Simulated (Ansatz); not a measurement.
# G0W0 on several functionals: Cs2AgAsF6 (Fm-3m)

Aim: G0W0 for Cs2AgAsF6 (Fm-3m) on several starting functionals, at one mesh, band count and screening cutoff.

Method: G0W0 on several functionals, plane waves, PAW, in Ansatz 0.2.0.

Report form: the programs' logs are mostly left out.

In doubt: one-shot GW on d or f shells is unsure, so the values of those runs are not to be relied on; masses and optical values from hybrid runs of this build are listed as unsure (step 4), which bears on the screening that GW takes from such a start.

### Step 1. Starting point

The structure is cubic, space group Fm-3m (No. 225). The conventional cell has a = 9.195 Å, b = 9.195 Å, c = 9.195 Å, α = 90.00°, β = 90.00°, γ = 90.00°. Nearest to Cs lie 12 F at 3.26 Å. Nearest to Ag lie 6 F at 2.51 Å. Nearest to As lie 6 F at 2.08 Å. Nearest to F lie 1 As at 2.08 Å and 1 Ag at 2.51 Å and 4 Cs at 3.26 Å. Farther neighbours and most contacts between anions are not listed.

The cell and positions are those that the Materials Project relaxed with its own functionals (PBE, PBE+U or r2SCAN), kept fixed. Spin-orbit coupling is left out unless a step names it.

### Step 2. G0W0 on LDA

Now the one-shot GW correction: screening in the RPA, then the self-energy of the levels asked for. This step takes PAW set soft_1 files.

This step: G0W0 on LDA, plane waves, PAW; PAW set soft_1.

input.yaml

```yaml
crystal:
  lattice:
    - [0.0, 4.5976094258, 4.5976094258]
    - [4.5976094258, 0.0, 4.5976094258]
    - [4.5976094258, 4.5976094258, 0.0]
  atoms:
    - { symbol: Cs, position: [0.75, 0.75, 0.75] }
    - { symbol: Cs, position: [0.25, 0.25, 0.25] }
    - { symbol: Ag, position: [0.5, 0.5, 0.5] }
    - { symbol: As, position: [0.0, 0.0, 0.0] }
    - { symbol: F, position: [0.77327897, 0.22672103, 0.22672103] }
    - { symbol: F, position: [0.22672103, 0.22672103, 0.77327897] }
    - { symbol: F, position: [0.22672103, 0.77327897, 0.77327897] }
    - { symbol: F, position: [0.22672103, 0.77327897, 0.22672103] }
    - { symbol: F, position: [0.77327897, 0.22672103, 0.77327897] }
    - { symbol: F, position: [0.77327897, 0.77327897, 0.22672103] }
kpoints:
  mp_grid: { grid: [4, 4, 4] }
hamiltonian:
  xc: lda
  pseudopotentials: { kind: paw, azcp: { folder: soft_1 }, xc_functional: pbe }
scf:
  occupations: { method: fixed }
gw:
  n_empty_bands: 1065
  ecut_chi: 180.0
  qp_bands: [v3, c3]
  qp_kpoints: band_edges
  screening: { model: contour_deformation }
```

The run is started by

```sh
ansatz run input.yaml --threads 2 --pin off --max-ram 92160MiB --backend cuda --events-out ev --progress --plain --runs-dir out --devices 1 --max-vram 13GiB
```

It took 86 s on 1 × NVIDIA H100 80GB HBM3 (shared by 6 runs) with 2 threads of AMD EPYC 7R13 (Zen 3), shared host; peak memory 3.6 GiB; 2.2 min of CPU time.

Numbers from this step:

```yaml
bands_summed: 1112
rpa_eps_infinity_on_this_mesh_eigenvalues: 3.062, 3.062, 3.062
plane_waves_in_the_screening_matrix: 1067
q_points_in_the_mesh: 64
g0w0_gap_on_the_mesh: 4.263 eV
k_of_the_valence_top: 0, -0.5, -0.5
k_of_the_conduction_bottom: 0, 0, -0.5
starting_gap_on_the_mesh: 2.242 eV
z_at_the_valence_top: 0.7502
z_at_the_conduction_bottom: 0.8085
least_direct_g0w0_gap_on_the_computed_points: 5.151 eV
```

The gap on the mesh goes from 2.24 eV to 4.26 eV, a correction of +2.02 eV. Between the two edge states, bare exchange in place of the xc potential would open the gap by 9.73 eV, and correlation takes back 7.71 eV.

### Step 3. G0W0 on PBE

One-shot GW remembers its start. Another functional's orbitals and levels show by how much.

This step: G0W0 on PBE, plane waves, PAW; PAW set soft_1.

Edit input.yaml of step 2 so:

```diff
@@ -19,4 +19,4 @@
 hamiltonian:
-  xc: lda
-  pseudopotentials: { kind: paw, azcp: { folder: soft_1 }, xc_functional: pbe }
+  xc: pbe
+  pseudopotentials: { kind: paw, azcp: { folder: soft_1 } }
 scf:
```

Elapsed: 79 s, on 1 × NVIDIA H100 80GB HBM3 (shared by 6 runs) with 2 threads; peak memory 3.6 GiB; 2.1 min of CPU time.

This step gave:

| Item | Value |
| --- | --- |
| bands summed | 1112 |
| RPA ε∞ on this mesh (eigenvalues) | 2.927, 2.927, 2.927 |
| plane waves in the screening matrix | 1067 |
| q-points in the mesh | 64 |
| G0W0 gap on the mesh | 4.259 eV |
| k of the valence top | 0, -0.5, -0.5 |
| k of the conduction bottom | 0, 0, -0.5 |
| starting gap on the mesh | 2.431 eV |
| Z at the valence top | 0.7561 |
| Z at the conduction bottom | 0.8138 |
| least direct G0W0 gap on the computed points | 5.168 eV |

Against the run with 4×4×4 mesh, 1065 empty bands, screening to 180 eV, PAW set soft_1 files on LDA, the gap moves by −0.003 eV, while the start moved by +0.19 eV.

### Step 4. G0W0 on HSE06

This step: G0W0 on HSE06, plane waves, PAW; PAW set soft_1.

Edit input.yaml of step 3 so:

```diff
@@ -19,3 +19,3 @@
 hamiltonian:
-  xc: pbe
+  xc: hse06
   pseudopotentials: { kind: paw, azcp: { folder: soft_1 } }
```

Elapsed: 3.1 min, on 1 × NVIDIA H100 80GB HBM3 (shared by 6 runs) with 2 threads; peak memory 3.9 GiB; 4 min of CPU time.

This step gave:

```
bands summed                                 : 1112
RPA ε∞ on this mesh (eigenvalues)            : 2.413, 2.413, 2.413
plane waves in the screening matrix          : 1067
G0W0 gap on the mesh                         : 5.131 eV
k of the valence top                         : 0, -0.5, -0.5
k of the conduction bottom                   : 0, 0, -0.5
starting gap on the mesh                     : 3.941 eV
least direct G0W0 gap on the computed points : 6.060 eV
```

Against the run with 4×4×4 mesh, 1065 empty bands, screening to 180 eV, PAW set soft_1 files on PBE, the gap moves by +0.87 eV, while the start moved by +1.51 eV.

### Step 5. The starts together

All on the 4×4×4 mesh with 1065 empty bands and screening to 180 eV. Times are wall times on 1 × NVIDIA H100 80GB HBM3 (shared by 6 runs) with 2 threads of AMD EPYC 7R13 (Zen 3), shared host, good to a factor of about two.

```tsv
start	starting gap (eV)	shift (eV)	G0W0 gap (eV)	RPA ε∞ (harmonic mean)	Z (valence, conduction)	time
LDA	2.24	+2.02	4.26	3.06	0.75, 0.81	86 s
PBE	2.43	+1.83	4.26	2.93	0.76, 0.81	79 s
HSE06	3.94	+1.19	5.13	2.41	0.80, 0.85	3.1 min
```

The parts of the quasiparticle energy at the two band edges (eV; QP = start + Σx + Σc − Vxc):

```tsv
run	edge	start	Σx	Σc	Vxc	Z	QP
LDA	valence top	4.82	-31.68	3.71	-27.08	0.75	3.94
LDA	conduction bottom	7.06	-9.08	-4.00	-14.22	0.81	8.20
PBE	valence top	5.28	-31.63	3.71	-26.85	0.76	4.21
PBE	conduction bottom	7.71	-8.91	-3.88	-13.55	0.81	8.47
HSE06	valence top	4.32	-30.85	3.03	-27.28	0.80	3.79
HSE06	conduction bottom	8.27	-8.41	-3.63	-12.69	0.85	8.92
```

For a hybrid start, Vxc holds its share of exact exchange.

### Step 6. Results

| Quantity | Value |
| --- | --- |
| G0W0@LDA | 4.26 eV (start 2.24 eV) |
| G0W0@PBE | 4.26 eV (start 2.43 eV) |
| G0W0@HSE06 | 5.13 eV (start 3.94 eV) |
| known limits | not at the basis limit; d shell near the gap, gap tends to lie low; no spin-orbit coupling |

In words: The starting gaps span 1.70 eV and the G0W0 gaps 0.87 eV. Between LDA and HSE06, 0.87 eV of the 1.70 eV survives, 51 %. HSE06 screens less than LDA (ε∞ 2.41 against 3.06). Of the 0.87 eV by which its G0W0 gap is higher, the correlation part gives +1.06 eV, and exchange with the one-particle terms, which follow the orbitals, −0.19 eV. The smallest correction, +1.19 eV, is on HSE06, the start nearest to reproducing itself. Bands and cutoff are finite, so the gap is not at the basis limit. The miss can reach some tenths of an eV and take either sign; the mesh is an error of its own. A d shell, filled or nearly so, lies near the gap. One-shot GW converges very slowly in bands there, not always from below, and on a semilocal start the gap tends to come out low; starts rich in exact exchange can overshoot instead. The many-body steps are scalar-relativistic: spin-orbit coupling is not in them.

[Paths, hosts, dates, memory and timing lines, banners, echoed tables and standing remarks are left out of the program output.]

[Logs are printed without paths, hosts, clocks, repeated set-up lines and the standing remarks that a program may print on its own settings, such as how far it seeks lower states.]

[Runs of the session that timed out or met a known fault of the program may be left out.]

[Cells called generated may have been cut or substituted from an entry of the Crystallography Open Database or the Materials Project.]

[Hosts, paths, dates, database ids (printed as entryN), source tags and the programs' standing remarks are cut or masked in the printed files.]
